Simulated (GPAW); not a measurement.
# LiH: optical spectrum from first principles

Wanted: where LiH starts to absorb, how strongly, and its refractive index. The cell comes from an older database entry, whose edges can differ from later determinations, mostly by under a per cent.

Main program and level: GPAW 26.7.0; DFT, PBE, plane-wave PAW (GPAW data sets), scalar-relativistic, RPA, optical limit.

The database entry behind the starting cell differs from later determinations by our own check (the deuteride, about 0.2 % short), so it need not match the best structure at ambient conditions.

## (1) Starting point

It takes space group Fm-3m (No. 225, cubic). The conventional cell has a = 4.074 Å, b = 4.074 Å, c = 4.074 Å, α = 90.00°, β = 90.00°, γ = 90.00°. Nearest to Li lie 6 H at 2.04 Å. Nearest to H lie 6 Li at 2.04 Å. Farther neighbours are not listed.

Coordinates:

```xyz
2
Lattice="0.0000 2.0368 2.0368 2.0368 0.0000 2.0368 2.0368 2.0368 0.0000" Properties=species:S:1:pos:R:3 pbc="T T T"
Li    0.0000    0.0000    0.0000
H     2.0368    2.0368    2.0368
```

## (2) Bands for the response

At the fixed density, many empty bands are solved on the mesh of the response, since the spectrum sums over them.

This step: DFT, PBE, plane-wave PAW (GPAW data sets), scalar-relativistic, bands at fixed density (GPAW 26.7.0).

nscf.py

```python
from ase.dft.bandgap import bandgap
from gpaw import GPAW, FermiDirac

calc = GPAW('gs.gpw').fixed_density(kpts={'size': (15, 15, 15), 'gamma': True}, nbands=23, convergence={'bands': 17},
                                    occupations=FermiDirac(0.001), txt='nscf.txt')
print('gap (eV)', bandgap(calc, output=None)[0])
print('direct gap (eV)', bandgap(calc, direct=True, output=None)[0])
print('top band over the Fermi level (eV)', min(calc.get_eigenvalues(kpt=k)[16] for k in range(len(calc.get_ibz_k_points()))) - calc.get_fermi_level())
calc.write('full.gpw', mode='all')
```

The run is started by

```sh
OMP_NUM_THREADS=1 python nscf.py
```

Numbers of over 12 decimals in the logs are rounded to 6 here.

Log:

```text
Diagonalizing LCAO Hamiltonian
Converting LCAO to pw mode
convergence criteria:
- Maximum integral of absolute [eigenst]ate change: 4e-08 eV^2 / valence electron
maximum number of iterations: 150

SCF iterations
|iter     |      energy | eigst |  dens |
|iter:   1||             | +4.01 |       |
|iter:   2||             | +2.15 |       |
|iter:   3||             | -0.59 |       |
|iter:   4||             | -2.58 |       |
|iter:   5||             | -4.59 |       |
|iter:   6||             | -5.93 |       |
|iter:   7||             | -6.76 |       |
|iter:   8||             | -7.48c|       |
SCF steps: 8
  __  _  _
 | _ |_)|_||  |
 |__||  | ||/\| - 26.7.0

Versions:
  Python: 3.12.14
  ASE:    3.29.0
  Numpy:  2.5.5
  Scipy:  1.18.1
  Libxc:  7.0.0

Input parameters:
  mode=PW(ecut=500.0),
  convergence={'bands': 17},
  gpts=array([15, 15, 15]),
  kpts=MonkhorstPack(size=(15, 15, 15), gamma=True),
  maxiter=150,
  nbands=23,
  occupations=Occupations(name='fermi-dirac', width=0.001, fixmagmom=False),
  parallel={},
  xc=XC(name='PBE')

--- standard output ---
gap (eV) 3.097547
direct gap (eV) 3.097547
top band over the Fermi level (eV) 42.748231
```

The job ended after 17 s (1 thread of Arm Neoverse V1, shared host; peak memory 0.14 GiB).

Read-outs, printed or worked out from the files:

| Property | Result |
| --- | --- |
| gap on the k-mesh | 3.098 eV |
| direct gap on the mesh | 3.098 eV |

## (3) Dielectric function, RPA

Local fields let the induced charge screen the field inside the cell, which as a rule lowers ε, most along directions where the density is uneven.

This step: DFT, PBE, plane-wave PAW (GPAW data sets), scalar-relativistic, RPA, optical limit (GPAW 26.7.0).

df.py

```python
from gpaw.response.df import DielectricFunction

df = DielectricFunction('full.gpw', frequencies={'type': 'nonlinear', 'domega0': 0.03, 'omega2': 8},
                        ecut=50,
                        eta=0.15,
                        nbands=17,
                        txt='df.txt')
for direction in ['x']:
    df.get_dielectric_function(xc='RPA', direction=direction, filename=f'df_{direction}.csv')
```

The run is started by

```sh
OMP_NUM_THREADS=1 python df.py
```

Log:

```text
Using integrator: PointIntegrator
NonLinearFrequencyDescriptor(from 0.000 to 67.765 eV, 502 points)
Nonperiodic BCs:  [False False False]
Using integrator: PointIntegrator
NonLinearFrequencyDescriptor(from 0.000 to 67.765 eV, 502 points)
Nonperiodic BCs:  [False False False]

Calculating chi0 body with:
    Ground state adapter containing:
    Number of spins: 1
    Number of kpoints: 3375
    Number of irreducible kpoints: 120
    Number of completely occupied states: 1
    Number of partially occupied states: 1

    Linear response parametrization:
    q_c: [0.0, 0.0, 0.0]
    Number of frequency points: 502
    Planewave cutoff: 50.0
    Number of bands: 17
    Number of planewaves: 15
    Broadening (eta): 0.15

Integrating chi0 body.

Symmetries of q_c:
    Direct symmetries (Uq -> q): 48
    Indirect symmetries (TUq -> q): 0
In total 48 allowed symmetries.

120 groups of equivalent kpoints. 96.444444% reduction.

Integral kind: spectral function

Calculating chi0 optical extensions with:
    Ground state adapter containing:
    Number of spins: 1
    Number of kpoints: 3375
    Number of irreducible kpoints: 120
    Number of completely occupied states: 1
    Number of partially occupied states: 1

    Linear response parametrization:
    Number of frequency points: 502
    Planewave cutoff: 50.0
    Number of bands: 17
    Number of planewaves: 15
    Broadening (eta): 0.15
Integrating chi0 head and wings.

Symmetries of q_c:
    Direct symmetries (Uq -> q): 48
    Indirect symmetries (TUq -> q): 0
In total 48 allowed symmetries.

120 groups of equivalent kpoints. 96.444444% reduction.

Integral kind: spectral function wings
```

It took 3.1 s on 1 thread; peak memory 0.15 GiB.

Read-outs, printed or worked out from the files:

* electronic dielectric constant ε∞, mean over x, y and z (by symmetry where fewer were run): 3.880
* main peak of Im epsilon, first axis: 7.195 eV

Some rows of df_x.csv (energy; Re and Im without local fields; Re and Im with them):

```text
0.000000, 4.270431, -0.000000, 3.879712, -0.000000
0.429336, 4.293308, 0.016232, 3.899136, 0.013782
0.878195, 4.369382, 0.035529, 3.963725, 0.030164
1.347938, 4.518881, 0.062218, 4.090652, 0.052827
1.840057, 4.786843, 0.107274, 4.318217, 0.091141
2.356191, 5.296419, 0.213825, 4.751581, 0.182168
2.898142, 6.550577, 0.904610, 5.823235, 0.779524
3.467895, 6.723239, 3.587049, 5.943421, 3.033557
4.067647, 4.957760, 3.772989, 4.400104, 3.164608
4.699832, 4.905584, 2.592250, 4.200148, 2.048737
5.367152, 2.334377, 4.177884, 2.290264, 3.528957
6.072622, 3.665660, 5.567765, 3.570807, 4.274692
6.819608, 1.791572, 5.406254, 2.200988, 4.422250
7.611886, -0.452139, 4.073066, 0.147258, 3.656149
8.453705, -1.603394, 2.647372, -1.122152, 2.872990
9.349861, -0.810222, 1.926925, -0.444168, 1.934403
10.305790, -0.475970, 0.929747, -0.357000, 0.962525
11.327680, -0.296354, 1.027578, -0.077958, 1.054195
12.422601, -0.234369, 0.696363, -0.091519, 0.815967
13.598673, -0.093831, 0.510502, 0.006015, 0.646081
```

The Im ε, E ∥ x has structure finer than the step of the table below, so its rows give means over 0.5 eV, whole bins alone (the curve runs from 0 to 14.0 eV). Peaks (eV: height): 4.29: 3.79, 5.22: 4.28, 7.21: 5.62, 8.09: 4.46.

Values under the direct gap are tails of Lorentzian lines. Im ε, E ∥ x against photon energy; means over each step:

```csv
photon energy (eV),"Im ε, E ∥ x"
0.5,0.0163
1.0,0.0356
1.5,0.0632
2.0,0.113
2.5,0.255
3.0,1.21
3.5,2.76
4.0,3.30
4.5,2.76
5.0,3.73
5.5,3.14
6.0,3.76
6.5,4.50
7.0,5.03
7.5,4.13
8.0,4.03
8.5,2.80
9.0,2.03
9.5,1.91
10.0,1.33
10.5,0.949
11.0,1.14
11.5,1.02
12.0,1.02
12.5,0.834
13.0,0.865
13.5,0.672
```

Table of Re ε, E ∥ x by photon energy:

```csv
photon energy (eV),"Re ε, E ∥ x"
0.0,3.88
0.5,3.91
1.0,3.99
1.5,4.15
2.0,4.42
2.5,4.94
3.0,6.00
3.5,5.68
4.0,4.30
4.5,2.73
5.0,4.03
5.5,2.54
6.0,3.77
6.5,1.99
7.0,2.03
7.5,-0.133
8.0,0.0812
8.5,-1.10
9.0,-0.660
9.5,-0.566
10.0,-0.873
10.5,-0.221
11.0,0.0802
11.5,-0.0363
12.0,0.0229
12.5,-0.0233
13.0,-0.0754
13.5,-0.0113
```

The loss function −Im 1/ε at q → 0, E ∥ x has structure finer than the step of the table below, so its rows give means over 0.25 eV, whole bins alone (the curve runs from 0 to 14.0 eV). Peaks (eV: height): 10.735: 1.12, 12.504: 1.28.

Values under the direct gap are tails of Lorentzian lines. Table of loss function −Im 1/ε at q → 0, E ∥ x by energy loss; means over each step:

```csv
energy loss (eV),"loss function −Im 1/ε at q → 0, E ∥ x"
0.25,5.3e-4
0.50,0.00106
0.75,0.00162
1.00,0.00222
1.25,0.00288
1.50,0.00363
1.75,0.00452
2.00,0.00566
2.25,0.00722
2.50,0.00973
2.75,0.0154
3.00,0.0354
3.25,0.0490
3.50,0.0738
3.75,0.100
4.00,0.109
4.25,0.133
4.50,0.165
4.75,0.0971
5.00,0.123
5.25,0.169
5.50,0.193
5.75,0.148
6.00,0.134
6.25,0.154
6.50,0.178
6.75,0.185
7.00,0.172
7.25,0.185
7.50,0.258
7.75,0.267
8.00,0.235
8.25,0.256
8.50,0.315
8.75,0.374
9.00,0.453
9.25,0.484
9.50,0.482
9.75,0.481
10.00,0.548
10.25,0.842
10.50,0.985
10.75,1.05
11.00,0.824
11.25,0.898
11.50,0.984
11.75,1.01
12.00,0.975
12.25,1.02
12.50,1.24
12.75,1.17
13.00,1.11
13.25,1.34
13.50,1.50
13.75,1.56
```

The Im ε, E ∥ x has structure finer than the step of the table below, so its rows give means over 0.5 eV, whole bins alone (the curve runs from 0 to 14.0 eV). Peaks (eV: height): without local fields 4.24: 4.48, 5.17: 5.21, 6.39: 6.21, 7.10: 6.42; with local fields 4.29: 3.79, 5.22: 4.28, 7.21: 5.62, 8.09: 4.46.

Values under the direct gap are tails of Lorentzian lines. Im ε, E ∥ x against photon energy; means over each step:

```csv
photon energy (eV),without local fields,with local fields
0.5,0.0192,0.0163
1.0,0.0420,0.0356
1.5,0.0745,0.0632
2.0,0.133,0.113
2.5,0.298,0.255
3.0,1.40,1.21
3.5,3.26,2.76
4.0,3.91,3.30
4.5,3.29,2.76
5.0,4.69,3.73
5.5,3.79,3.14
6.0,4.89,3.76
6.5,5.56,4.50
7.0,5.97,5.03
7.5,4.47,4.13
8.0,4.20,4.03
8.5,2.60,2.80
9.0,1.97,2.03
9.5,1.83,1.91
10.0,1.18,1.33
10.5,0.947,0.949
11.0,1.17,1.14
11.5,0.997,1.02
12.0,0.940,1.02
12.5,0.732,0.834
13.0,0.717,0.865
13.5,0.529,0.672
```

The reflectivity at normal incidence, E ∥ x has structure finer than the step of the table below, so its rows give means over 0.5 eV, whole bins alone (the curve runs from 0 to 14.0 eV). Peaks (eV: height): 3.47: 20.9, 5.22: 21.1, 7.32: 32.9, 8.21: 35.8, 10.10: 37.8, 11.18: 19.8, 12.34: 21.0.

The reflectivity at normal incidence, E ∥ x by photon energy; means over each step:

photon energy (eV), reflectivity at normal incidence, E ∥ x (%) and a bar from the least value:
```
      0.5       10.8 
      1.0       11.1 
      1.5       11.7 #
      2.0       12.7 ##
      2.5       14.5 #####
      3.0       17.6 #########
      3.5       19.6 ###########
      4.0       18.7 ##########
      4.5       15.6 ######
      5.0       19.9 ############
      5.5       16.4 #######
      6.0       19.4 ###########
      6.5       22.5 ###############
      7.0       25.6 ###################
      7.5       28.5 #######################
      8.0       29.5 ########################
      8.5       34.1 ##############################
      9.0       29.7 ########################
      9.5       27.8 ######################
     10.0       34.3 ##############################
     10.5       23.1 ################
     11.0       16.6 #######
     11.5       18.0 #########
     12.0       17.0 ########
     12.5       18.0 #########
     13.0       17.8 #########
     13.5       18.7 ##########
```

Optical constants at common wavelengths, from n + ik = √ε:

```csv
wavelength (nm),n,k,R (%),1/α
800,2.04,0.016,11.7,3.9 µm
633,2.10,0.025,12.5,2.0 µm
532,2.17,0.040,13.7,1.1 µm
450,2.33,0.096,16.1,374 nm
405,2.45,0.339,18.5,95 nm
365,2.53,0.469,20.2,62 nm
193,1.99,1.233,23.9,12 nm
```

Below the direct gap, k and the depth come from the tails of the Lorentzian lines, not from transitions.

Rows near the edge hang on the gap, which this functional as a rule makes too small, and phonon-assisted absorption is left out.

## (4) Summary of results

| Quantity | Value |
| --- | --- |
| electronic dielectric constant ε∞, mean over x, y and z (by symmetry where fewer were run) (RPA) | 3.88 |
| main peak of Im epsilon, first axis | 7.19 eV |

What this shows: At this level (PBE, RPA) LiH has ε∞ = 3.88 and n = 1.99 at 1550 nm, and Im ε peaks at 7.2 eV. On the mesh the gap is 3.10 eV and the least direct gap 3.10 eV. Local fields change the static value along x from 4.27 to 3.88 (-9 %). Distinct maxima of Im ε, read by a parabola through the highest points, lie at 5.20 eV (4.3), 6.42 eV (4.9), 7.19 eV (5.6) and 8.07 eV (4.5). Excitons and phonon-assisted transitions are missing; PBE gaps are as a rule too small, which pulls the onset down and ε∞ up. The sum runs over mesh points, so small or evenly spaced maxima can still be ripples of the mesh.

[Machine, clock and banner lines and Python warnings are left out of the logs.]

[Logs are printed without paths, hosts, clocks, repeated set-up lines and the standing remarks that a program may print on its own settings, such as how far it seeks lower states.]

[Hosts, paths, dates, database ids (printed as entryN), source tags and the programs' standing remarks are cut or masked in the printed files.]
